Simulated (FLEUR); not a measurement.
## NiO: exchange couplings by hand from total energies

Aim: get Heisenberg couplings of NiO from the energies of collinear orders, with pencil and paper, and test them on an order left out of the fit.

Program: FLEUR MaX-R8.1. Level of theory: PBEsol with U = 6 eV on Ni d; all-electron FLAPW, Dirac cores, scalar-relativistic bands. Results are calculated unless marked as measured.

The experiments to compare with:

For NiO, rock salt (NaCl structure) (bulk NiO, value quoted from literature), “Local correlations, non-local screening, multiplets, and band formation in NiO” (2012, arxiv:1210.6675) quotes earlier work: ordering temperature (Neel temperature) 523 K [Literature value cited from ref 1 in the introduction].

### 1. Starting point

Symmetry: Fm-3m, No. 225, cubic system. The conventional cell has a = 4.172 Å, b = 4.172 Å, c = 4.172 Å, α = 90.00°, β = 90.00°, γ = 90.00°. Nearest to Ni lie 6 O at 2.09 Å. Nearest to O lie 6 Ni at 2.09 Å. Farther neighbours and most contacts between anions are not listed.

Structure file:

```xyz
2
Lattice="0.0000 2.0859 2.0859 2.0859 0.0000 2.0859 2.0859 2.0859 0.0000" Properties=species:S:1:pos:R:3 pbc="T T T"
Ni    0.0000    0.0000    0.0000
O     2.0859    2.0859    2.0859
```

### 2. The parallel order

All energies count from this run. A Hubbard U acts on the open shell, since semilocal functionals spread its electrons too much.

inpgen writes inp.xml from crystal.txt; cutoffs, mixing, functional, smearing and local orbitals are then set in the file. The k list default-1 (kpts.xml, not shown) is a Γ-centred 8×8×8 mesh; where the ranks do not divide the number of points, some are split in two of half the weight.

Input file inp.xml:

```
<?xml version="1.0" encoding="UTF-8" standalone="no"?>
<fleurInput fleurInputVersion="0.39">
   <comment>
      NiO
   </comment>
   <calculationSetup>
      <cutoffs Kmax="4.32" Gmax="13.0" GmaxXC="13.0" numbands="0"/>
      <scfLoop itmax="130" minDistance="0.0001" maxIterBroyd="15" imix="Anderson" alpha="0.05" precondParam="0.0" spinf="2.0" sdNocoIR="T"/>
      <coreElectrons ctail="T" frcor="F" kcrel="0" coretail_lmax="0"/>
      <xcFunctional name="PBEs" relativisticCorrections="F"/>
      <magnetism jspins="2"/>
      <soc l_soc="F" theta="0.0" phi="0.0" spav="F"/>
      <expertModes spex="0" secvar="F"/>
      <geometryOptimization l_f="F" forcealpha="1.0" forcemix="BFGS" epsdisp="0.00001" epsforce="0.00001"/>
      <ldaU l_linMix="F" mixParam="0.05" spinf="1.0"/>
   </calculationSetup>
   <cell>
      <bzIntegration valenceElectrons="24.0" mode="hist" fermiSmearingEnergy="0.00183747">
         <kPointListSelection listName="default-1"/>
         <xi:include xmlns:xi="http://www.w3.org/2001/XInclude" href="kpts.xml"> </xi:include>
      </bzIntegration>
      <xi:include xmlns:xi="http://www.w3.org/2001/XInclude" href="sym.xml"> </xi:include>
      <bulkLattice scale="1.0">
         <bravaisMatrix>
            <row-1>    0.0000000000000000     3.9417828250996005     3.9417828250996005</row-1>
            <row-2>    3.9417828250996005     0.0000000000000000     3.9417828250996005</row-2>
            <row-3>    3.9417828250996005     3.9417828250996005     0.0000000000000000</row-3>
         </bravaisMatrix>
      </bulkLattice>
   </cell>
   <atomSpecies>
      <species name="Nickel (Ni2.000" element="Ni" atomicNumber="28">
         <mtSphere radius="2.46" gridPoints="813" logIncrement="0.015"/>
         <atomicCutoffs lmax="10" lnonsphr="8"/>
         <electronConfig flipSpins="F">
            <coreConfig>(1s1/2) (2s1/2) (2p1/2) (2p3/2)</coreConfig>
            <valenceConfig>(3s1/2) (3p1/2) (3p3/2) (4s1/2) (3d3/2) (3d5/2)</valenceConfig>
            <stateOccupation state="(3d3/2)" spinUp="2.0" spinDown="1.2"/>
            <stateOccupation state="(3d5/2)" spinUp="3.0" spinDown="1.8"/>
         </electronConfig>
         <energyParameters s="4" p="4" d="3" f="4"/>
         <ldaU l="2" U="6.0" J="0.0" l_amf="F"/>
         <lo type="SCLO" l="0" n="3" eDeriv="0"/>
         <lo type="SCLO" l="1" n="3" eDeriv="0"/>
      </species>
      <species name="Oxygen (O)" element="O" atomicNumber="8">
         <mtSphere radius="1.39" gridPoints="461" logIncrement="0.023"/>
         <atomicCutoffs lmax="6" lnonsphr="4"/>
         <electronConfig flipSpins="F">
            <coreConfig>(1s1/2)</coreConfig>
            <valenceConfig>(2s1/2) (2p1/2) (2p3/2)</valenceConfig>
            <stateOccupation state="(2p1/2)" spinUp="0.666667" spinDown="0.666667"/>
            <stateOccupation state="(2p3/2)" spinUp="1.333333" spinDown="1.333333"/>
         </electronConfig>
         <energyParameters s="2" p="2" d="3" f="4"/>
      </species>
   </atomSpecies>
   <atomGroups>
      <atomGroup species="Nickel (Ni2.000">
         <relPos label="                   1">.0000000000 .0000000000 .0000000000</relPos>
         <force calculate="T" relaxXYZ="TTT"/>
      </atomGroup>
      <atomGroup species="Oxygen (O)">
         <relPos label="                   2">1.000/2.000 1.000/2.000 1.000/2.000</relPos>
         <force calculate="T" relaxXYZ="TTT"/>
      </atomGroup>
   </atomGroups>
   <output dos="F" band="F" slice="F">
      <bandDOS minEnergy="-.5*Htr" maxEnergy="0.5*Htr" sigma="0.015" storeEVData="T"/>
      <plotting iplot="0" polar="F">
         <plot TwoD="T" vec1="  1.0  0.0  0.0" vec2="  0.0  1.0  0.0" vec3="  0.0  0.0  1.0" zero="  0.0  0.0  0.0" file="plot"/>
      </plotting>
      <moessbauerParams electricFieldGradient="F" isomerShift="F" coreHyperfine="F" valenceHyperfine="F"/>
   </output>
</fleurInput>
```

Input file crystal.txt:

```
NiO
&input film=F cartesian=F /
0.00000000000  2.08590164140  2.08590164140
2.08590164140  0.00000000000  2.08590164140
2.08590164140  2.08590164140  0.00000000000
1.8897261246
1.0 1.0 1.0

2
28 0.00000000000  0.00000000000  0.00000000000 : 2.000
8 0.50000000000  0.50000000000  0.50000000000

&kpt div1=8 div2=8 div3=8 gamma=T /
```

On the command line:

```
$ OMP_NUM_THREADS=1 inpgen -f crystal.txt > inpgen.log  # inp.xml is then edited as shown
$ OMP_NUM_THREADS=1 mpirun -n 4 fleur_MPI > fleur.log
```

Log:

```text
Welcome to FLEUR        (www.flapw.de)
      MaX-Release 8.1          (www.max-centre.eu)

 ========== k-point set info ==========
 Selected k-point list: default-1
 k-point list type: mesh
 0 x 0 x 0
 Number of k points: 32

 [... set-up left out ...]
 no density matrix found ... skipping LDA+U
 Reset of history
 Iteration:     1   Distance:      28.81502170 me/bohr^3
 Iteration:     2   Distance:      38.60464266 me/bohr^3
 Iteration:     3   Distance:      35.97251250 me/bohr^3
 Iteration:     4   Distance:      19.46444325 me/bohr^3
[...]
[... left out ...]
            <freeEnergy value="-1594.4722355460"/>
            <extrapolationTo0K value="-1594.4722355460"/>
         </totalEnergy>
         [... left out ...]
         <ldaUDensityMatrixConvergence>
            <distance spin="1" distance="0.000000"/>
            <distance spin="2" distance="0.000000"/>
         </ldaUDensityMatrixConvergence>
         <densityConvergence units="me/bohr^3">
            <chargeDensity spin="1" distance="0.0000311750"/>
            <chargeDensity spin="2" distance="0.0000218855"/>
            <overallChargeDensity distance="0.0000450203"/>
            <spinDensity distance="0.0000295785"/>
         </densityConvergence>
      </iteration>
```

The job ended after 11 s (4 MPI ranks of Arm Neoverse V1, shared host; peak memory 0.2 GiB).

Spin moment in the muffin-tin sphere by atom:

| atom | spin moment in the muffin-tin sphere (μB) |
| --- | --- |
| Ni1 | 1.78 |
| O2 | 0.19 |

Numbers from this step:

* free energy: -43387.7999 eV
* program's band gap on this mesh (in a metal only a level spacing): 2.170 eV
* magnetization: 2 μB
* final state: ferromagnetic

After 19 cycles the largest moment stands at 1.78 μB.

### 3. The orders used for the fit

The other orders were run with the same settings, on meshes that hold the same points. Free energies are divided by the number of Ni atoms; q is in fractions of the reciprocal vectors of the first run's cell.

| order | atoms | mesh | free energy (eV) | eV per Ni | largest moment (μB) |
| --- | --- | --- | --- | --- | --- |
| F + | 2 | 8×8×8 | -43387.7999 | -43387.7999 | 1.78 |
| AF q=(0,1/2,1/2) +- | 4 | 8×4×8 | -86775.5764 | -43387.7882 | 1.79 |

### 4. Counting neighbours

With E = −Σ J e_i·e_j over ordered pairs of unit vectors, turning a neighbour from parallel to opposed costs 2J a Ni atom. So an order lies 2 Σ n J over the parallel one, n being the opposed neighbours in each shell.

| shell | distance (Å) | neighbours | opposed in AF q=(0,1/2,1/2) +- | opposed in AF q=(0,0,1/2) +- |
| --- | --- | --- | --- | --- |
| J1 | 2.95 | 12 | 8 | 6 |
| J2 | 4.17 | 6 | 0 | 6 |

Only J1 is kept.

### 5. Solving

```
2 × 8 × J1 = +11.7 meV    (AF q=(0,1/2,1/2) +-)
J1 = +0.73 meV
```

### 6. The test

The couplings now give the orders that were left out:

```
2 × 6 × (+0.73) = +8.8 meV    (AF q=(0,0,1/2) +-)
```

The runs themselves:

| order | atoms | mesh | free energy (eV) | eV per Ni | largest moment (μB) | over the parallel order (meV) | foretold (meV) |
| --- | --- | --- | --- | --- | --- | --- | --- |
| AF q=(0,0,1/2) +- | 4 | 8×8×4 | -86775.7851 | -43387.8925 | 1.68 | -92.7 | +8.8 |

### 7. One more shell

One try is to add the next shell, though changing moments can also cause the miss. Both differences then fix both couplings, and no order is left for a test.

```
2 × 8 × J1 = +11.7 meV    (AF q=(0,1/2,1/2) +-)
2 × 6 × J1 + 2 × 6 × J2 = -92.7 meV    (AF q=(0,0,1/2) +-)
J1 = +0.73 meV
J2 = -8.46 meV
```

### 8. Mean-field temperature

```
gain of AF q=(0,0,1/2) +- over disorder = (12 − 2 × 6) × (+0.73) + (6 − 2 × 6) × (-8.46) = 50.8 meV
T = 2 × 50.8 / (3 × 0.08617) = 393 K
```

### 9. Results

```yaml
effective_coupling_of_the_reversed_pairs_counted_on_j1_ni_ni_at_2p95_a: 0.73 meV
largest_miss_on_the_orders_left_out: 101 meV
j1_with_two_shells: 0.73 meV
j2_with_two_shells: -8.46 meV
mean_field_ordering_temperature: 393 K
```

**Reading.** The model misses the order left out by 101 meV, 109 % of the largest distance from the parallel order, so it fails: these couplings alone don't describe the crystal. With the next shell added the couplings are J1 = +0.73 and J2 = -8.46 meV, untested. The largest moments of the orders differ by 6.0 % of the greatest. One difference fixes one number: it sums all reversed shells and need not be the coupling of the nearest one, even in sign. Mean field overstates the temperature of the model, and classical spins understate it for small quantum spins, by up to the factor (S+1)/S.

Comparison with the measured values:

| quantity | measured | PBEsol with U = 6 eV on Ni d |
| --- | --- | --- |
| ordering temperature (mean field) (K) | 523 | 393 (-24.9 %) |

Measured values from arxiv:1210.6675 (2012).

How well it matches: The ordering temperature is off by -24.9 %: a clear miss. No cell relaxation is part of this session.

[Logs and program files are shortened in this print: banners, set-up blocks, solver, clock and traceback lines can be left out without a mark of their own.]

[Logs are printed without paths, hosts, clocks, repeated set-up lines and the standing remarks that a program may print on its own settings, such as how far it seeks lower states.]

[Hosts, paths, dates, database ids (printed as entryN), source tags and the programs' standing remarks are cut or masked in the printed files.]

[Where a cell is said to come from a database of computed structures, the database is the Materials Project.]
